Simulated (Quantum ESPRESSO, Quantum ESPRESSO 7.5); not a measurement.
## MoGe2N4, 1 layer, stepped through biaxial strain

What law, if any, do the results for MoGe2N4, 1 layer follow against biaxial strain?

Main program and level: Quantum ESPRESSO 7.5; plane-wave DFT, PBE, GBRV ultrasoft pseudopotentials.

## Step 1: Set-up

The cell holds 7 atoms: 4 N, 2 Ge and 1 Mo. Its edges and angles: a = 3.020 Å, b = 3.020 Å, c = 22.109 Å, α = 90.0°, β = 90.0°, γ = 120.0°. It derives from MoGe2N4. Vacuum lies along c.

Set-up: Cell and atoms are first relaxed; each strained cell is then held and the atoms relax in it. A periodic run with 15 Å of vacuum in the starting cell gives the vacuum levels, and bands follow along a path.

Members -2, -1, 0, 1 and 2 took the same steps and show in the table alone.

## Step 2: Relaxing cell and ions of the reference

What the set-up leaves free in this member is relaxed.

Contents of ref.relax.in:

```
&control
  prefix = 'ref.relax'
  outdir = './out'
  pseudo_dir = './pseudo'
  nstep = 80
  forc_conv_thr = 0.0004
  calculation = 'vc-relax'
  etot_conv_thr = 1e-06
/
&system
  ibrav = 0
  nat = 7
  ntyp = 3
  ecutwfc = 50
  ecutrho = 250
  occupations = 'smearing'
  smearing = 'fd'
  degauss = 0.004
/
&electrons
  conv_thr = 1e-09
  mixing_beta = 0.4
  electron_maxstep = 120
  mixing_mode = 'plain'
/
&ions
/
&cell
  cell_dofree = '2Dxy'
  press_conv_thr = 0.3
/
ATOMIC_SPECIES
  N   14.0070  n_pbe_v1.2.uspp.F.UPF
  Ge  72.6300  ge_pbe_v1.4.uspp.F.UPF
  Mo  95.9500  mo_pbe_v1.uspp.F.UPF
CELL_PARAMETERS angstrom
  3.02000000000000 0.00000000000000 0.00000000000000
  -1.51000000000000 2.61539671942900 0.00000000000000
  0.00000000000000 0.00000000000000 22.10909667960094
ATOMIC_POSITIONS crystal
  N   0.000000000000 0.000000000000 0.339226885145
  Ge  0.333333333300 0.666666666700 0.365811604256
  N   0.333333333300 0.666666666700 0.449035266745
  Mo  0.000000000000 0.000000000000 0.500000000000
  N   0.333333333300 0.666666666700 0.550964733255
  Ge  0.333333333300 0.666666666700 0.634188395744
  N   0.000000000000 0.000000000000 0.660773114855
K_POINTS automatic
  12 12 1 0 0 0
```

Launch:

```sh
$ OMP_NUM_THREADS=1 mpirun -n 4 pw.x -nk 4 -in ref.relax.in > ref.relax.out
```

What it wrote:

```text
Program PWSCF v.7.5 starts
[citation notice left out]

     Parallel version (MPI & OpenMP), running on       4 processor cores
     Number of MPI processes:                 4
     Threads/MPI process:                     1

     MPI processes distributed on     1 nodes
[...]
Current dimensions of program PWSCF are:
     Max number of different atomic species (ntypx) = 10
     Max number of k-points (npk) =  40000
     Max angular momentum in pseudopotentials (lmaxx) =  4
     Message from routine setup:
     using ibrav=0 with symmetry is DISCOURAGED, use correct ibrav instead

     K-points division:     npool     =       4
     Subspace diagonalization in iterative solution of the eigenvalue problem:
     a serial algorithm will be used

     G-vector sticks info
     --------------------
     sticks:   dense  smooth     PW     G-vecs:    dense   smooth      PW
     Sum         559     439    139                78661    56115    9445

     Using Slab Decomposition

     bravais-lattice index     =            0
     lattice parameter (alat)  =       5.7070  a.u.
     unit-cell volume          =    1178.4526 (a.u.)^3
     number of atoms/cell      =            7
     number of atomic types    =            3
     number of electrons       =        62.00
     number of Kohn-Sham states=           37
     kinetic-energy cutoff     =      50.0000  Ry
     charge density cutoff     =     250.0000  Ry
     scf convergence threshold =      1.0E-09
     mixing beta               =       0.4000
     number of iterations used =            8  plain     mixing
     energy convergence thresh.=      1.0E-06
     force convergence thresh. =      4.0E-04
     press convergence thresh. =      3.0E-01
     Exchange-correlation= SLA  PW   PBE  PBE
                           (   1   4   3   4   0   0   0)
     nstep                     =           80

     celldm(1)=   5.706973  celldm(2)=   0.000000  celldm(3)=   0.000000
     celldm(4)=   0.000000  celldm(5)=   0.000000  celldm(6)=   0.000000

     crystal axes: (cart. coord. in units of alat)
               a(1) = (   1.000000   0.000000   0.000000 )
               a(2) = (  -0.500000   0.866025   0.000000 )
               a(3) = (   0.000000   0.000000   7.320893 )

     reciprocal axes: (cart. coord. in units 2 pi/alat)
               b(1) = (  1.000000  0.577350 -0.000000 )
               b(2) = (  0.000000  1.154701  0.000000 )
               b(3) = (  0.000000 -0.000000  0.136595 )

     PseudoPot. # 1 for N  read from file:
     ./pseudo/n_pbe_v1.2.uspp.F.UPF
     Pseudo is Ultrasoft + core correction, Zval =  5.0
     Generated by new atomic code, or converted to UPF format
     Using radial grid of  729 points,  4 beta functions with:
                l(1) =   0
                l(2) =   0
                l(3) =   1
                l(4) =   1
     Q(r) pseudized with  8 coefficients,  rinner =    0.900   0.900   0.900

     PseudoPot. # 2 for Ge read from file:
     ./pseudo/ge_pbe_v1.4.uspp.F.UPF
     Pseudo is Ultrasoft + core correction, Zval = 14.0
     Generated by new atomic code, or converted to UPF format
     Using radial grid of  873 points,  6 beta functions with:
                l(1) =   0
                l(2) =   0
                l(3) =   1
                l(4) =   1
                l(5) =   2
                l(6) =   2
     Q(r) pseudized with  8 coefficients,  rinner =    1.400   1.400   1.400
                                                       1.400   1.400

     PseudoPot. # 3 for Mo read from file:
     ./pseudo/mo_pbe_v1.uspp.F.UPF
     Pseudo is Ultrasoft + core correction, Zval = 14.0
     Generated by new atomic code, or converted to UPF format
     Using radial grid of  889 points,  6 beta functions with:
                l(1) =   0
                l(2) =   0
                l(3) =   1
                l(4) =   1
                l(5) =   2
                l(6) =   2
     Q(r) pseudized with  6 coefficients,  rinner =    1.000   1.000   1.000
                                                       1.000   1.000

     atomic species   valence    mass     pseudopotential
     N                 5.00    14.00700     N ( 1.00)
     Ge               14.00    72.63000     Ge( 1.00)
     Mo               14.00    95.95000     Mo( 1.00)

     12 Sym. Ops. (no inversion) found

   Cartesian axes

     site n.     atom                  positions (alat units)
         1        N      tau(   1) = (   0.0000000   0.0000000   2.4834437  )
         2        Ge     tau(   2) = (  -0.0000000   0.5773503   2.6780676  )
         3        N      tau(   3) = (  -0.0000000   0.5773503   3.2873391  )
         4        Mo     tau(   4) = (   0.0000000   0.0000000   3.6604465  )
         5        N      tau(   5) = (  -0.0000000   0.5773503   4.0335538  )
         6        Ge     tau(   6) = (  -0.0000000   0.5773503   4.6428253  )
         7        N      tau(   7) = (   0.0000000   0.0000000   4.8374492  )

     number of k points=    19  Fermi-Dirac smearing, width (Ry)=  0.0040
                       cart. coord. in units 2pi/alat
        k(    1) = (   0.0000000   0.0000000   0.0000000), wk =   0.0138889
        k(    2) = (   0.0000000   0.0962250   0.0000000), wk =   0.0833333
        k(    3) = (   0.0000000   0.1924501   0.0000000), wk =   0.0833333
        k(    4) = (   0.0000000   0.2886751   0.0000000), wk =   0.0833333
        k(    5) = (   0.0000000   0.3849002   0.0000000), wk =   0.0833333
        k(    6) = (   0.0000000   0.4811252   0.0000000), wk =   0.0833333
        k(    7) = (   0.0000000  -0.5773503   0.0000000), wk =   0.0416667
        k(    8) = (   0.0833333   0.1443376   0.0000000), wk =   0.0833333
        k(    9) = (   0.0833333   0.2405626   0.0000000), wk =   0.1666667
        k(   10) = (   0.0833333   0.3367877   0.0000000), wk =   0.1666667
[...]
k(   19) = (   0.3333333   0.5773503   0.0000000), wk =   0.0277778

     Dense  grid:    78661 G-vectors     FFT dimensions: (  30,  30, 216)

     Smooth grid:    56115 G-vectors     FFT dimensions: (  25,  25, 192)

     Estimated max dynamical RAM per process >     152.13 MB

     Estimated total dynamical RAM >     550.92 MB

     Initial potential from superposition of free atoms

     starting charge      61.9972, renormalised to      62.0000

     negative rho (up, down):  1.636E-03 0.000E+00
     Starting wfcs are   47 randomized atomic wfcs

     total cpu time spent up to now is        1.7 secs

     per-process dynamical memory:    90.5 Mb

     Self-consistent Calculation

[...]
End of self-consistent calculation

[...]
the Fermi energy is     3.2055 ev

!    total energy              =    -647.30447337 Ry
     estimated scf accuracy    <          6.8E-11 Ry
     smearing contrib. (-TS)   =      -0.00000071 Ry
     internal energy E=F+TS    =    -647.30447266 Ry

     The total energy is F=E-TS. E is the sum of the following terms:
     one-electron contribution =   -4472.68903633 Ry
     hartree contribution      =    2263.66280574 Ry
     xc contribution           =    -157.87971383 Ry
     ewald contribution        =    1719.60147176 Ry

     convergence has been achieved in  10 iterations

     negative rho (up, down):  2.001E-03 0.000E+00

     Forces acting on atoms (cartesian axes, Ry/au):

     atom    1 type  1   force =    -0.00000000   -0.00000000   -0.02614157
     atom    2 type  2   force =    -0.00000000   -0.00000000   -0.01419137
     atom    3 type  1   force =    -0.00000000   -0.00000000    0.00939770
     atom    4 type  3   force =    -0.00000000   -0.00000000    0.00000000
     atom    5 type  1   force =     0.00000000    0.00000000   -0.00939770
     atom    6 type  2   force =    -0.00000000    0.00000000    0.01419137
     atom    7 type  1   force =    -0.00000000   -0.00000000    0.02614157

     Total force =     0.044116     Total SCF correction =     0.000032

     Computing stress (Cartesian axis) and pressure

     negative rho (up, down):  2.001E-03 0.000E+00
          total   stress  (Ry/bohr**3)                   (kbar)     P=       14.20
  -0.00005115  -0.00000000  -0.00000000           -7.52       -0.00       -0.00
  -0.00000000  -0.00005115  -0.00000000           -0.00       -7.52       -0.00
  -0.00000000  -0.00000000   0.00039184           -0.00       -0.00       57.64

     Energy error            =      6.6E-03 Ry
     Gradient error          =      2.6E-02 Ry/Bohr
     Cell gradient error     =      7.5E+00 kbar

     number of scf cycles    =   3
     number of bfgs steps    =   2

     enthalpy           old  =    -647.2978656321 Ry
     enthalpy           new  =    -647.3044733661 Ry

     CASE: enthalpy          _new < enthalpy          _old

     new trust radius        =       0.0684053920 bohr
     new conv_thr            =       0.0000000007 Ry

     new unit-cell volume =   1191.72652 a.u.^3 (   176.59565 Ang^3 )
     density =      2.79495 g/cm^3

CELL_PARAMETERS (angstrom)
   3.036960803  -0.000000000   0.000000000
  -1.518480402   2.630085206   0.000000000
   0.000000000   0.000000000  22.109096680

ATOMIC_POSITIONS (crystal)
N               -0.0000000000       -0.0000000000        0.3359560698
Ge               0.3333333333        0.6666666667        0.3614799257
N                0.3333333333        0.6666666667        0.4455629248
Mo              -0.0000000000       -0.0000000000        0.5000000000
N                0.3333333333        0.6666666667        0.5544370752
Ge               0.3333333333        0.6666666667        0.6385200743
N                0.0000000000        0.0000000000        0.6640439302

[...]
NEW-OLD atomic charge density approx. for the potential
     New effective cutoffs (rho, wfc):  249.68   49.99

     Check: negative core charge=   -0.000001

     negative rho (up, down):  1.962E-03 0.000E+00

     total cpu time spent up to now is       67.4 secs

     per-process dynamical memory:    98.9 Mb

[...]
!    total energy              =    -647.30802611 Ry
[...]
Total force =     0.039288     Total SCF correction =     0.000062
[...]
number of bfgs steps    =   3
[...]
new trust radius        =       0.1038543766 bohr
[...]
!    total energy              =    -647.31128850 Ry
[...]
Total force =     0.030306     Total SCF correction =     0.000115
[...]
number of bfgs steps    =   4
[...]
new trust radius        =       0.0841514436 bohr
[...]
!    total energy              =    -647.31295486 Ry
[...]
Total force =     0.013819     Total SCF correction =     0.000045
[...]
number of bfgs steps    =   5
[...]
new trust radius        =       0.0202278298 bohr
[...]
!    total energy              =    -647.31327173 Ry
[...]
Total force =     0.003710     Total SCF correction =     0.000035
[...]
number of bfgs steps    =   6
[...]
new trust radius        =       0.0078702320 bohr
[...]
Self-consistent Calculation

     iteration #  1     ecut=    50.00 Ry     beta= 0.40
     Davidson diagonalization with overlap
     ethr =  1.00E-06,  avg # of iterations =  3.4

     Threshold (ethr) on eigenvalues was too large:
     Diagonalizing with lowered threshold

     Davidson diagonalization with overlap
     ethr =  3.36E-08,  avg # of iterations =  2.9

     negative rho (up, down):  1.760E-03 0.000E+00

     total cpu time spent up to now is      155.3 secs

     total energy              =    -647.31330044 Ry
     estimated scf accuracy    <       0.00001700 Ry

[...]
iteration #  9     ecut=    50.00 Ry     beta= 0.40
[...]
negative rho (up, down):  1.756E-03 0.000E+00

[...]
End of self-consistent calculation

          k = 0.0000 0.0000 0.0000 (  6995 PWs)   bands (ev):

   -58.8962 -32.9149 -32.7105 -32.7105 -22.7217 -22.7206 -22.6983 -22.6983
   -22.6983 -22.6983 -22.5260 -22.5260 -22.5260 -22.5260 -15.7951 -15.7151
   -13.1366 -11.6971  -5.8758  -3.4958  -1.5505  -1.5505  -1.0199  -0.4102
    -0.4102  -0.1984  -0.1984   0.1628   0.1628   0.8228   2.5712   4.7771
     4.8992   5.4559   5.4559   5.5262   5.5262

          k = 0.0000 0.0965 0.0000 (  7089 PWs)   bands (ev):

   -58.8912 -32.9062 -32.7559 -32.7204 -22.7298 -22.7292 -22.6908 -22.6908
   -22.6888 -22.6883 -22.5298 -22.5298 -22.5265 -22.5264 -15.6796 -15.6024
   -13.0482 -11.6871  -5.7827  -3.5163  -1.7548  -1.4438  -0.9809  -0.9414
    -0.8268  -0.5734  -0.3322  -0.0580   0.0416   0.9649   2.6397   4.7239
     4.9211   5.4837   5.6393   5.6619   5.9212

          k = 0.0000 0.1929 0.0000 (  7093 PWs)   bands (ev):

   -58.8773 -32.8820 -32.8784 -32.7471 -22.7477 -22.7474 -22.6705 -22.6705
   -22.6673 -22.6667 -22.5400 -22.5400 -22.5273 -22.5273 -15.3392 -15.2697
   -12.8083 -11.6644  -5.5687  -3.6506  -2.4630  -2.2255  -1.8672  -1.2157
    -0.9749  -0.7038  -0.5965  -0.2774  -0.2674   0.9288   2.3467   4.7156
     4.9990   5.3755   6.0940   6.3897   6.5435

          k = 0.0000 0.2894 0.0000 (  7085 PWs)   bands (ev):

   -58.8583 -33.0423 -32.8489 -32.7835 -22.7704 -22.7704 -22.6439 -22.6439
   -22.6413 -22.6409 -22.5528 -22.5527 -22.5272 -22.5272 -14.7959 -14.7377
   -12.4885 -11.6494  -5.5206  -4.4423  -3.6538  -2.9873  -2.3119  -1.4504
    -1.3569  -0.6447  -0.4857  -0.4301  -0.4226   0.6776   1.8339   4.8056
     5.1841   5.2578   6.6298   6.7839   6.8767

          k = 0.0000 0.3858 0.0000 (  7047 PWs)   bands (ev):

   -58.8392 -33.2025 -32.8195 -32.8155 -22.7929 -22.7928 -22.6197 -22.6197
   -22.6189 -22.6189 -22.5630 -22.5628 -22.5243 -22.5243 -14.1046 -14.0593
   -12.1962 -11.6733  -6.2216  -5.7893  -4.1324  -3.0713  -2.5650  -1.8689
    -1.7222  -0.9811  -0.6860  -0.1889   0.0292   0.4146   1.5855   4.8623
     5.1938   5.3615   6.3526   6.8161   7.0881

          k = 0.0000 0.4823 0.0000 (  7009 PWs)   bands (ev):

   -58.8252 -33.3175 -32.8458 -32.7910 -22.8093 -22.8092 -22.6081 -22.6078
   -22.6048 -22.6048 -22.5656 -22.5654 -22.5192 -22.5192 -13.4022 -13.3681
   -12.0520 -11.7714  -7.1833  -6.8892  -4.0366  -3.0416  -2.8738  -2.1490
    -1.9905  -1.2065  -0.8334   0.0620   0.2480   0.4000   1.6091   4.9435
     5.1991   5.3762   5.8436   6.7211   7.3813

[...]
-12.0875 -1
[key lines of the parts left out:]
total energy              =    -647.31330432 Ry
the Fermi energy is     3.2772 ev
convergence has been achieved in   9 iterations
```

It took 4 min on 4 MPI ranks of Arm Neoverse V2, shared host; peak memory 0.74 GiB; 16 min of CPU time.

Relaxation path:

| step | energy less that of the first step (eV) | largest force (eV/Å) | volume (Å³) |
| --- | --- | --- | --- |
| 1 | 0.0000 | 1.4669 | 174.63 |
| 2 | -0.0932 | 0.9902 | 175.62 |
| 3 | -0.1831 | 0.6721 | 176.51 |
| 4 | -0.2314 | 0.6378 | 176.60 |
| 5 | -0.2758 | 0.4123 | 175.89 |
| 6 | -0.2985 | 0.1919 | 174.68 |
| 7 | -0.3028 | 0.0674 | 173.97 |
| 8 | -0.3032 | 0.0169 | 173.79 |
| 9 | -0.3032 | 0.0072 | 173.76 |
| 10 | -0.3032 | 0.0015 | 173.75 |
| 11 | -0.3027 | 0.0017 | 173.75 |

| cell as run | before | after | change |
| --- | --- | --- | --- |
| a (Å) | 3.020 | 3.012 | -0.3 % |
| b (Å) | 3.020 | 3.012 | -0.3 % |

The atoms that moved most (Å, along periodic axes as changes of fractional coordinates times the final cell, across vacuum about the mean position):

| atom | dx | dy | dz | length |
| --- | --- | --- | --- | --- |
| N7 | 0.000 | 0.000 | 0.179 | 0.179 |
| N1 | 0.000 | 0.000 | -0.179 | 0.179 |
| Ge6 | 0.000 | 0.000 | 0.135 | 0.135 |
| Ge2 | 0.000 | 0.000 | -0.135 | 0.135 |
| N5 | 0.000 | 0.000 | 0.090 | 0.090 |
| N3 | 0.000 | 0.000 | -0.090 | 0.090 |

 The last row is no step: it is a fresh SCF in the final cell with a new plane-wave basis, +1 meV from the row before.

Numbers from this step:

| Item | Value |
| --- | --- |
| free energy | -8807.1456 eV |
| Fermi energy | 3.273 eV |

[end of part 1 of 7]

[Logs are printed without paths, hosts, clocks, repeated set-up lines and the standing remarks that a program may print on its own settings, such as how far it seeks lower states.]

[Hosts, paths, dates, database ids (printed as entryN), source tags and the programs' standing remarks are cut or masked in the printed files.]

[Maps of the electrostatic potential energy from Ansatz leave out the sawtooth potential of an applied field or a dipole correction, so their vacuum need not be flat; planar profiles and work functions include it.]
